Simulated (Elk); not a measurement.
**Does YCrCu4 carry moments in Elk?**

Aim: find out whether YCrCu4 carries moments when they start parallel, and what they gain.

Main program and level: Elk 11.2.3 (patched build); Wu-Cohen GGA; all-electron APW+lo, Dirac cores, scalar-relativistic bands.

## (1) The structure

Symmetry: F-43m, No. 216, cubic system. Conventional cell: a = 7.088 Å, b = 7.088 Å, c = 7.088 Å, α = 90.00°, β = 90.00°, γ = 90.00°. Nearest to Y lie 12 Cu at 2.94 Å and 4 Cr at 3.07 Å. Cr has 12 Cu at 2.94 Å and 4 Y at 3.07 Å nearest. Nearest to Cu lie 6 Cu at 2.49 to 2.52 Å and 3 Cr at 2.94 Å and 3 Y at 2.94 Å. invented: YMnNi4 (F-43m) with Cu for Ni, Cr for Mn. Farther neighbours are not listed.

The cell is a made-up one and need not be a known phase.

## (2) Order 1, typed as ferro +

Parallel moments need no larger cell; this start tests for a ferromagnetic state only.

Moments are seeded by fields in the spheres (the last three columns under atoms), set against the wanted direction and reduced each loop.

elk.in

```
tasks
  0

xctype
  100 118 130

rgkmax
  7.0

nempty
  12

swidth
  0.001

reducebf
  0.5

epsengy
  1e-05

maxscl
  100

lmaxi
  2

mixtype
  3

mixsdb
  8

spinpol
  .true.

sppath
  './'

avec
  0.00000000000 6.69762402268 6.69762402268
  6.69762402268 0.00000000000 6.69762402268
  6.69762402268 6.69762402268 0.00000000000

atoms
  3
  'Y.in'
  1
  0.0000000000 0.0000000000 0.0000000000   0.000000 0.000000 0.000000
  'Cr.in'
  1
  0.2500000000 0.2500000000 0.2500000000   0.000000 0.000000 -0.075000
  'Cu.in'
  4
  0.6242243300 0.6242243300 0.1273270000   0.000000 0.000000 0.000000
  0.6242243300 0.1273270000 0.6242243300   0.000000 0.000000 0.000000
  0.1273270000 0.6242243300 0.6242243300   0.000000 0.000000 0.000000
  0.6242243300 0.6242243300 0.6242243300   0.000000 0.000000 0.000000

ngridk
  6 6 6
```

Run with:

```console
OMP_NUM_THREADS=4 elk
```

Numbers of over 12 decimals in the logs are rounded to 6 here.

What it wrote:

```text
Warning(gndstate): core states of species 3 leak from the muffin-tin :   0.2381448251E-03

--- INFO.OUT ---
┌─────────────────────────┐
│ Elk code version 11.2.3 │
└─────────────────────────┘

All units are atomic (Hartree, Bohr, etc.)

┌─────────────────────────────────────────────────┐
│ Ground-state run starting from atomic densities │
└─────────────────────────────────────────────────┘

Lattice vectors :
   0.000000000       6.697624023       6.697624023
   6.697624023       0.000000000       6.697624023
   6.697624023       6.697624023       0.000000000

Reciprocal lattice vectors :
 -0.4690607659      0.4690607659      0.4690607659
  0.4690607659     -0.4690607659      0.4690607659
  0.4690607659      0.4690607659     -0.4690607659

Unit cell volume      :    600.8862812
Brillouin zone volume :   0.4128072502

Muffin-tin inner radius fraction :   0.1000000000E-01

Nuclei treated as point charges

Species : 1 (Y)
 parameters loaded from : Y.in
 name : yttrium
 nuclear charge    :   -39.00000000
 electronic charge :    39.00000000
 atomic mass :    162065.4503
 muffin-tin radius :    2.600000000
 number of radial points in muffin-tin :   1193
 inner part over the whole radius :   0.9871815862E-02
 number on inner part of muffin-tin    :    847
 approximate nuclear radius :   0.8135895711E-04
 number of mesh points to nuclear radius :    416
 atomic positions (lattice), magnetic fields (Cartesian) :
  1 :   0.00000000  0.00000000  0.00000000    0.00000000  0.00000000  0.00000000

Species : 2 (Cr)
 parameters loaded from : Cr.in
 name : chromium
 nuclear charge    :   -24.00000000
 electronic charge :    24.00000000
 atomic mass :    94783.09202
 muffin-tin radius :    2.400000000
 number of radial points in muffin-tin :    993
 inner part over the whole radius :   0.9857795597E-02
 number on inner part of muffin-tin    :    699
 approximate nuclear radius :   0.6987106690E-04
 number of mesh points to nuclear radius :    328
 atomic positions (lattice), magnetic fields (Cartesian) :
  1 :   0.25000000  0.25000000  0.25000000    0.00000000  0.00000000 -0.07500000

Species : 3 (Cu)
 parameters loaded from : Cu.in
 name : copper
 nuclear charge    :   -29.00000000
 electronic charge :    29.00000000
 atomic mass :    115837.2717
 muffin-tin radius :    2.328273638
 number of radial points in muffin-tin :    993
 inner part over the whole radius :   0.9981837870E-02
 number on inner part of muffin-tin    :    701
 approximate nuclear radius :   0.7406004541E-04
 number of mesh points to nuclear radius :    337
 atomic positions (lattice), magnetic fields (Cartesian) :
  1 :   0.62422433  0.62422433  0.12732700    0.00000000  0.00000000  0.00000000
  2 :   0.62422433  0.12732700  0.62422433    0.00000000  0.00000000  0.00000000
  3 :   0.12732700  0.62422433  0.62422433    0.00000000  0.00000000  0.00000000
  4 :   0.62422433  0.62422433  0.62422433    0.00000000  0.00000000  0.00000000

Total number of atoms per unit cell :    6
Total muffin-tin volume :    342.9989365
 ratio of muffin-tin to unit cell volume :   0.5708217132

Spin treatment :
 spin-polarised
 global magnetic field (Cartesian) :    0.000000000       0.000000000       0.000000000
 collinear magnetisation in z-direction

Number of Bravais lattice symmetries :   48
Number of crystal symmetries         :   24
Crystal has no inversion symmetry
Complex Hermitian eigensolver will be used

k-point grid :      6     6     6
k-point offset :    0.000000000       0.000000000       0.000000000
k-point set is reduced with full crystal symmetry group
Total number of k-points :       22

Muffin-tin radius times maximum |G+k| :    7.000000000
 using average radius
Maximum |G+k| for APW functions       :    2.934375921
Maximum (1/2)|G+k|²                   :    4.305281022
Maximum |G| for potential and density :    12.00000000
Constant for pseudocharge density :    8
 order of it for each species :   15  15  15
 order of it for pair densities of each species (exact exchange by exxq0 0: 15) :   12  10   9
Radial integration step length :    1

G-vector grid sizes :     40    40    40
Number of G-vectors :    17477

Maximum angular momentum used for
 APW functions            :    8
 outer part of muffin-tin :    6
 inner part of muffin-tin :    2

Total nuclear charge    :   -179.0000000
Total core charge       :    86.00000000
Total valence charge    :    93.00000000
Total excess charge     :    0.000000000
Total electronic charge :    179.0000000

Effective Wigner radius, rₛ :   0.9288599040

Number of empty states         :     72
Total number of valence states :    238
Total number of core states    :     86

Third-order local-orbitals added for an l without core states : T
Total number of local-orbitals :    124

Using Libxc version 7.0.0
Exchange-correlation functional :    100   118   130
 gga_x_wc; gga_c_pbe
 gradient requirement :    2
 generalised gradient approximation (GGA)

Smearing type :    3
 Fermi-Dirac
Smearing width :   0.1000000000E-02
Effective electronic temperature (K) :    315.7750248

Mixing type :    3
 Broyden mixing, J. Phys. A: Math. Gen. 17, L317 (1984)

Kohn-Sham potential initialised from atomic data

┌──────────────────────────────┐
│ Self-consistent loop started │
└──────────────────────────────┘

┌─────────────────┐
│ Loop number : 1 │
└─────────────────┘

Energies :
 Fermi                       :     0.217159
 sum of occupied eigenvalues :     -6405.4102081020
 electron kinetic            :      11233.513611337
 core electron kinetic       :      10389.907768251
 Coulomb                     :     -21864.979701480
 Coulomb potential           :     -17165.861942443
 nuclear-nuclear             :     -1665.1351433861
 electron-nuclear            :     -23286.944111157
 Hartree                     :      3087.0995530630
 Madelung                    :     -13282.048730258
 xc potential                :     -472.97485849396
 xc effective B-field        :    -0.90646097116085E-01
 external B-field            :      0.000000
 exchange                    :     -412.64245608305
 correlation                 :     -8.630730
 electron entropic           :    -0.84951108319947E-03
 total energy                :     -11052.740125330
 (external B-field energy excluded from total)

Density of states at Fermi energy :    263.1158323
 (states/Hartree/unit cell)

Estimated indirect band gap :   0.6712376014E-03
 from k-point 18 to k-point 5
Estimated direct band gap   :   0.1220572560E-02
 at k-point 18

Charges :
 core                        :    86.00000000
 valence                     :    93.00000000
 interstitial                :    9.142009619
 muffin-tins (core leakage)
  species : 1 (Y)
[...]
sum of occupied eigenvalues :     -6406.0854164085
 electron kinetic            :      11234.355940570
 core electron kinetic       :      10388.515678325
 Coulomb                     :     -21868.589374358
 Coulomb potential           :     -17163.762650057
 nuclear-nuclear             :     -1665.1351433861
 electron-nuclear            :     -23296.262146881
 Hartree                     :      3092.8079159090
 Madelung                    :     -13286.708049330
 xc potential                :     -476.58643534545
 xc effective B-field        :    -0.97040287335662E-01
 external B-field            :      0.000000
 exchange                    :     -412.98561766615
 correlation                 :     -8.630600
 electron entropic           :    -0.77617144409298E-03
 total energy                :     -11055.850427459
 (external B-field energy excluded from total)

Density of states at Fermi energy :    240.5950147
 (states/Hartree/unit cell)

Estimated indirect band gap :   0.6189120964E-03
 from k-point 18 to k-point 13
Estimated direct band gap   :   0.7356853736E-03
 at k-point 9

Charges :
 core                        :    86.00000000
 valence                     :    93.00000000
 interstitial                :    9.005124092
 muffin-tins (core leakage)
  species : 1 (Y)
   atom 1                    :    37.80504192     (  0.9044945067E-05)
  species : 2 (Cr)
   atom 1                    :    21.59824174     ( -0.2234876053E-06)
  species : 3 (Cu)
   atom 1                    :    27.64789806     (  0.2686068188E-03)
   atom 2                    :    27.64789806     (  0.2686068188E-03)
   atom 3                    :    27.64789806     (  0.2686068188E-03)
   atom 4                    :    27.64789806     (  0.2686068188E-03)
 total in muffin-tins        :    169.9948759
 total calculated charge     :    178.9982372
 total charge                :    179.0000000
 error                       :   0.1762794099E-02

Moments :
 interstitial                :   0.3972015834
 muffin-tins
  species : 1 (Y)
   atom 1                    :   0.1695272717
  species : 2 (Cr)
   atom 1                    :    2.160846820
  species : 3 (Cu)
   atom 1                    :   0.1998704442
   atom 2                    :   0.1998704442
   atom 3                    :   0.1998704442
   atom 4                    :   0.1998704442
 total in muffin-tins        :    3.129855869
 total moment                :    3.527057452

RMS change in Kohn-Sham potential (target) :    2.825395140     (  0.1000000000E-05)
Absolute change in total energy (target)   :    3.110302129     (  0.1000000000E-04)

[... loops 3 to 23 left out ...]

┌──────────────────┐
│ Loop number : 24 │
└──────────────────┘

Energies :
 Fermi                       :     0.262418
 sum of occupied eigenvalues :     -6400.8660506507
 electron kinetic            :      11286.254493356
 core electron kinetic       :      10388.930223795
 Coulomb                     :     -21913.872440579
 Coulomb potential           :     -17130.047432511
 nuclear-nuclear             :     -1665.1351433861
 electron-nuclear            :     -23420.852847623
 Hartree                     :      3172.1155504304
 Madelung                    :     -13348.848724323
 xc potential                :     -556.82553112592
 xc effective B-field        :    -0.247580
 external B-field            :      0.000000
 exchange                    :     -417.80931473861
 correlation                 :     -8.626881
 electron entropic           :    -0.62912262220725E-03
 total energy                :     -11054.054772371
 (external B-field energy excluded from total)

Density of states at Fermi energy :    198.4522448
 (states/Hartree/unit cell)

Estimated indirect band gap :   0.8042169233E-03
 from k-point 10 to k-point 14
Estimated direct band gap   :   0.1295881595E-02
 at k-point 4

Charges :
 core                        :    86.00000000
 valence                     :    93.00000000
 interstitial                :    6.978405295
 muffin-tins (core leakage)
  species : 1 (Y)
   atom 1                    :    36.92894983     (  0.8821665482E-05)
  species : 2 (Cr)
   atom 1                    :    22.51865549     ( -0.2234883265E-06)
  species : 3 (Cu)
   atom 1                    :    28.14349735     (  0.2381448241E-03)
   atom 2                    :    28.14349735     (  0.2381448241E-03)
   atom 3                    :    28.14349735     (  0.2381448241E-03)
   atom 4                    :    28.14349735     (  0.2381448241E-03)
 total in muffin-tins        :    172.0215947
 total calculated charge     :    178.9983134
 total charge                :    179.0000000
 error                       :   0.1686632471E-02

Moments :
 interstitial                :   0.5862431065
 muffin-tins
  species : 1 (Y)
   atom 1                    :   0.1162040511
  species : 2 (Cr)
   atom 1                    :    3.625118300
  species : 3 (Cu)
   atom 1                    :   0.7732016011E-01
   atom 2                    :   0.7732016011E-01
   atom 3                    :   0.7732016011E-01
   atom 4                    :   0.7732016011E-01
 total in muffin-tins        :    4.050602992
 total moment                :    4.636846098

RMS change in Kohn-Sham potential (target) :   0.5042241874E-07 (  0.1000000000E-05)
Absolute change in total energy (target)   :   0.3363180440E-05 (  0.1000000000E-04)

Convergence targets achieved

┌──────────────────┐
│ Loop number : 25 │
└──────────────────┘

Energies :
 Fermi                       :     0.262418
 sum of occupied eigenvalues :     -6400.8660484198
 electron kinetic            :      11286.254495423
 core electron kinetic       :      10388.930225030
 Coulomb                     :     -21913.872439378
 Coulomb potential           :     -17130.047433414
 nuclear-nuclear             :     -1665.1351433861
 electron-nuclear            :     -23420.852844182
 Hartree                     :      3172.1155481903
 Madelung                    :     -13348.848722671
 xc potential                :     -556.82553030162
 xc effective B-field        :    -0.247580
 external B-field            :      0.000000
 exchange                    :     -417.80931456944
 correlation                 :     -8.626881
 electron entropic           :    -0.62912420126817E-03
 total energy                :     -11054.054768924
 (external B-field energy excluded from total)

Density of states at Fermi energy :    198.4528141
 (states/Hartree/unit cell)

Estimated indirect band gap :   0.8042984504E-03
 from k-point 10 to k-point 14
Estimated direct band gap   :   0.1295867506E-02
 at k-point 4

Charges :
 core                        :    86.00000000
 valence                     :    93.00000000
 interstitial                :    6.978405364
 muffin-tins (core leakage)
  species : 1 (Y)
   atom 1                    :    36.92894987     (  0.8821663755E-05)
  species : 2 (Cr)
   atom 1                    :    22.51865533     ( -0.2234883762E-06)
  species : 3 (Cu)
   atom 1                    :    28.14349736     (  0.2381448251E-03)
   atom 2                    :    28.14349736     (  0.2381448251E-03)
   atom 3                    :    28.14349736     (  0.2381448251E-03)
   atom 4                    :    28.14349736     (  0.2381448251E-03)
 total in muffin-tins        :    172.0215946
 total calculated charge     :    178.9983134
 total charge                :    179.0000000
 error                       :   0.1686632367E-02

Moments :
 interstitial                :   0.5862465777
 muffin-tins
  species : 1 (Y)
   atom 1                    :   0.1162060255
  species : 2 (Cr)
   atom 1                    :    3.625117960
  species : 3 (Cu)
   atom 1                    :   0.7732091625E-01
   atom 2                    :   0.7732091625E-01
   atom 3                    :   0.7732091625E-01
   atom 4                    :   0.7732091625E-01
 total in muffin-tins        :    4.050607651
 total moment                :    4.636854228

┌──────────────────────────────┐
│ Self-consistent loop stopped │
└──────────────────────────────┘

Warning : core states of species 3 leak from the muffin-tin :   0.2381448251E-03

Wrote STATE.OUT
```

Wall time 6 min (4 threads of Arm Neoverse V1, shared host); peak memory 0.55 GiB.

Spin moment in the muffin-tin sphere by atom:

```tsv
atom	spin moment in the muffin-tin sphere (μB)
Y1	0.12
Cr2	3.63
Cu3	0.08
Cu4	0.08
Cu5	0.08
Cu6	0.08
```

Read from the output:

* density of states at the Fermi level: 7.293 states/eV/cell
* moment between the spheres: 0.5862 μB
* magnetization: 4.637 μB
* final state: ferromagnetic

After 25 cycles the largest moment stands at 3.63 μB.

(Continued in part 2 of 2.)

[Logs and program files are shortened in this print: banners, set-up blocks, solver, clock and traceback lines can be left out without a mark of their own.]

[Logs are printed without paths, hosts, clocks, repeated set-up lines and the standing remarks that a program may print on its own settings, such as how far it seeks lower states.]

[Hosts, paths, dates, database ids (printed as entryN), source tags and the programs' standing remarks are cut or masked in the printed files.]

[Where a cell is said to come from a database of computed structures, the database is the Materials Project.]
